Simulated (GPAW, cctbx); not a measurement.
# TaP3: deformation density and structure factors from DFT

Question: by how much does bonding change the X-ray structure factors of TaP3, how firmly does DFT give the change, and what does a routine refinement make of it?

The start was made by putting kin elements into a known structure type; the compound need not exist, or be stable, in this form. All numbers below are calculated.

## Step 1: Relax the structure

The density hangs on the geometry, so cell and atoms are relaxed first, with the symmetry held. The cutoff is set higher than for the density because stress converges slowly with plane waves.

Settings: GPAW 26.7.0, PBE, 570 eV, 4×4×4 k-points, Fermi–Dirac width 0.1 eV, BFGS to 0.03 eV/Å.

```text
cell
1.0
     4.928000000    0.000000000    0.000000000
     0.000000000    4.928000000    0.000000000
     0.000000000    0.000000000    4.928000000
Ta P
2 6
Direct
0.500000000 0.500000000 0.500000000
0.000000000 0.000000000 0.000000000
0.000000000 0.500000000 0.250000000
0.000000000 0.500000000 0.750000000
0.500000000 0.250000000 0.000000000
0.750000000 0.000000000 0.500000000
0.500000000 0.750000000 0.000000000
0.250000000 0.000000000 0.500000000
```

```console
$ OMP_NUM_THREADS=1 mpirun -n 4 gpaw python run.py > gpaw.log
```

```text
BFGS:    0      -52.054403        0.216086
BFGS:    1      -52.056335        0.200865
BFGS:    2      -52.068004        0.003084
cell  4.9011 4.9011 4.9011  90.00 90.00 90.00
volume 117.727 A^3, largest force 0.000 eV/A, largest stress 0.03 GPa
```

After 2 steps the volume has changed by -1.6 % and the energy by -0.014 eV; the largest stress left is 0.03 GPa. It took 24 s on 4 cores of Arm Neoverse V2 (shared host), peak memory 0.9 GiB.

Relaxed structure: Pm-3n (no. 223), a = 4.9011 Å, b = 4.9011 Å, c = 4.9011 Å, α = 90.00°, β = 90.00°, γ = 90.00°.

| atom | mult. | x | y | z |
| --- | --- | --- | --- | --- |
| Ta1 | 2 | 1/2 | 1/2 | 1/2 |
| P1 | 6 | 0 | 1/2 | 1/4 |

## Step 2: The all-electron density

X-rays see the whole electron density, so the PAW density is rebuilt with its core regions. Subtracting spherical free atoms from the same code cancels the cores and leaves the deformation density Δρ, the part due to bonding.

Settings: PBE, 450 eV, 5×5×5 k-points, Fermi–Dirac width 0.1 eV; primitive cell of 8 atoms.

```console
$ OMP_NUM_THREADS=1 mpirun -n 4 gpaw python run.py > gpaw.log
```

```text
|iter:   1|       0s |  -52.223553 | +0.43 |       |
|iter:   2|       0s |  -52.422034 | -1.18 | -1.24 |
|iter:   3|       1s |  -52.226149 | -1.41 | -1.28 |
...
|iter:   8|       3s |  -52.215234c| -5.19 | -3.40 |
|iter:   9|       4s |  -52.215229c| -6.16 | -3.85 |
|iter:  10|       4s |  -52.215229c| -7.45c| -4.59c|
```

```text
grid (48, 48, 48)  electrons 236.000  moved by bonding 1.323 e
deformation density beyond 0.5 A of the nuclei: max 0.079, min -0.085 e/A^3
atom        x       y       z   Voronoi charge  moment
Ta1    0.5000  0.5000  0.5000      0.164       0.00
Ta2    0.0000  0.0000  0.0000      0.164       0.00
P 3    0.0000  0.5000  0.2500     -0.055       0.00
P 4    0.0000  0.5000  0.7500     -0.055       0.00
P 5    0.5000  0.2500  0.0000     -0.055       0.00
P 6    0.7500  0.0000  0.5000     -0.055       0.00
P 7    0.5000  0.7500  0.0000     -0.055       0.00
P 8    0.2500  0.0000  0.5000     -0.055       0.00
mean inner potential of superposed free atoms 23.667 V
total magnetic moment 0.000 muB
```

Deformation density in a plane through the shortest contact of the P atom at the origin, in 0.01 e/Å³ (clipped at ±99); x from -1.6 to 4.1 Å, y from 2.4 down to -2.4 Å:

```text
  .   .   .  -7  -3   4   5   4   4   5   4  -3  -7   .   .   .
 -1  -7  -1  -4  -2   2   2   0   0   2   2  -2  -4  -1  -7  -1
 -4  -7  -4  -1   1   1  -1  -3  -3  -1   1   1  -1  -4  -7  -4
  3   0   3   6   5   1  -2  -3  -3  -2   1   5   6   3   0   3
  6   5   6   7   4  -3  -5  -3  -3  -5  -3   4   7   6   5   6
  2   5   2   0   .  -7  -7   0   0  -7  -7   .   0   2   5   2
 -1   4  -1  -5   .   .  -5   2   2  -5   .   .  -5  -1   4  -1
  2   5   2   0   .  -7  -7   0   0  -7  -7   .   0   2   5   2
  6   5   6   7   4  -3  -5  -3  -3  -5  -3   4   7   6   5   6
  3   0   3   6   5   1  -2  -3  -3  -2   1   5   6   3   0   3
 -4  -7  -4  -1   1   1  -1  -3  -3  -1   1   1  -1  -4  -7  -4
 -1  -7  -1  -4  -2   2   2   0   0   2   2  -2  -4  -1  -7  -1
  .   .   .  -7  -3   4   5   4   4   5   4  -3  -7   .   .   .
```

Atoms in or within 0.15 Å of the plane: P (0.0, 0.0), P (2.5, 0.0) Å. Dots mark points within about 0.45 Å of a nucleus; large values next to them are atomic features.

P gains most (-0.06 e) and Ta loses most (+0.16 e), as electronegativity suggests. Such charges fall far short of formal ones, since overlapping free atoms already put density on their neighbours. Along the shortest contact from the P atom at the map's origin, P–P at 2.45 Å, Δρ is +0.04 e/Å³ at the midpoint: little piles up between the atoms. At the midpoints of other shortest contacts it is +0.05 (Ta–P, 2.74 Å) e/Å³. Point values carry grid noise of about 0.01 e/Å³. The run needed 10 iterations, 9.4 s.

## Step 3: From the density to structure factors

The Fourier components of Δρ, added to those of the free atoms, give the static X-ray structure factors; the Mott–Bethe relation turns them into the Fourier components V of the potential that fast electrons feel.

```text
static structure factors of the conventional cell: F in electrons, V (Mott-Bethe) in volts
   h  k  l      d  |F| table  |F| free   |F| DFT   change   |V| free  |V| DFT  change %
   0  1  1  3.4656   107.645   107.567   107.511   -0.056     3.943    3.970      0.7
   0  2  0  2.4505   143.214   143.115   142.785   -0.330     7.689    7.766      1.0
   0  2  1  2.1918    38.935    39.006    39.090    0.084     3.927    3.911     -0.4
   1  2  1  2.0009   135.113   134.907   134.508   -0.399     6.405    6.467      1.0
   0  2  2  1.7328    93.707    93.446    93.397   -0.049     2.637    2.642      0.2
   0  3  1  1.5499    90.028    89.814    90.062    0.247     2.449    2.426     -0.9
   2  2  2  1.4148    54.730    54.603    54.986    0.383     0.109    0.079    -27.4
   0  3  2  1.3593    31.400    31.361    31.139   -0.222     2.060    2.076      0.8
   1  3  2  1.3099   114.579   114.427   114.559    0.132     4.113    4.104     -0.2
   0  4  0  1.2253   140.812   140.622   140.736    0.113     5.575    5.568     -0.1
   0  4  1  1.1887     0.000     0.000     0.034    0.034     0.000    0.002        -
   0  3  3  1.1552    78.584    78.534    78.405   -0.129     1.947    1.953      0.3
   1  4  1  1.1552    78.584    78.534    78.369   -0.165     1.947    1.955      0.4
   0  4  2  1.0959   104.584   104.469   104.482    0.013     3.345    3.344     -0.0
```

The largest X-ray change is -0.40 e on 121, 0.3 % of |F|. For electrons V goes as (Z − F)/g², so a change of F counts against Z − F, which is small at low angle and wherever the atoms' terms cancel: |V| of 222 moves by -27.4 % (0.11 to 0.08 V) against +0.7 % in |F|. The last three rows still change by up to 0.17 e, so the effect has not died out in this range. The tabulated Hartree–Fock atoms differ from the free DFT atoms by up to 0.26 e, so the choice of reference atom matters too.

## Step 4: Which functional?

The same geometry is run with other functionals, to see whether the bonding signal is larger than the spread between approximations. Free atoms are LDA for LDA and PBE otherwise; meta-GGAs and hybrids keep PBE cores. Any other changed setting is in the row's label.

```csv
run,ΔF 121 (e),ΔF 222 (e),ΔF 020 (e),q(P) (e),moved (e),time
PBE,-0.399,+0.383,-0.330,-0.055,1.323,9.4 s
LDA,-0.395,+0.375,-0.304,-0.049,1.278,9.2 s
SCAN,-0.425,+0.426,-0.374,-0.052,1.430,20 s
```

At the base's settings ΔF(121) spans -0.425 to -0.395 e, a spread of 8 % of the PBE value; over the three listed reflections the spread is at most 21 %, so sign and size hold across the functionals. Times are from shared hosts.

## Step 5: What a spherical-atom refinement makes of it

Routine crystallography fits spherical atoms. To see the bias, intensities are simulated from tabulated atoms plus the DFT change ΔF, so that bonding alone can misfit (3376 reflections of the full sphere, merged to the counts below, to 0.5 Å, 0.5 % proportional noise plus counting noise, assumed isotropic U as listed, Δρ smeared by the mean U) and refined with cctbx over different ranges.

```csv
range,data,R1,GooF,U Ta1 (true 0.004),U P1 (true 0.0071),largest shift (Å),"Δρ max, min (e/Å³)"
all data,104,0.0015,1.27,0.0040,0.0071,0.0000,"0.11, -0.13"
"low resolution, d > 0.84",26,0.0016,1.88,0.0040,0.0071,0.0000,"0.09, -0.09"
"high order, d < 0.75",68,0.0013,0.97,0.0040,0.0071,0.0000,"0.06, -0.06"
"occupancies free, d > 0.7",42,0.0014,1.61,0.0040,0.0070,0.0000,"0.11, -0.11"
```

With all data GooF is 1.27, diluted by the many high-angle data; the misfit shows at low resolution; the top residual peak, near noise level, lies 0.97 Å from P and 1.77 Å from Ta. No U is off by more than 3 s.u. at low resolution. Symmetry fixes every coordinate, so the shifts are zero by construction. With Ta1 held at 1 and the scale free, the other occupancies refine to P1 0.998(0.002), within three s.u. of full.

## Step 6: Answer

Bonding moves 1.32 e in the primitive cell of TaP3 and changes the structure factors of the conventional cell in the table above by at most 0.40 e (121, 0.3 %), and among reflections above 2 % of the strongest by up to 0.7 % (032). The shortest bond, P–P, has Δρ = +0.04 e/Å³ at its midpoint. At the base's settings ΔF(121) spans -0.425 to -0.395 e, a spread of 8 % of the PBE value; over the three listed reflections the spread is at most 21 %, so sign and size hold across the functionals. With all data GooF is 1.27, diluted by the many high-angle data. Limits: static density, frozen cores, no spin–orbit coupling.

[Outputs are excerpts: Python notices, other lines and further rows are left out; steps that failed or that the build refused (PBEsol, TPSS) are not shown.]

[Logs are printed without paths, hosts, clocks, repeated set-up lines and the standing remarks that a program may print on its own settings, such as how far it seeks lower states.]
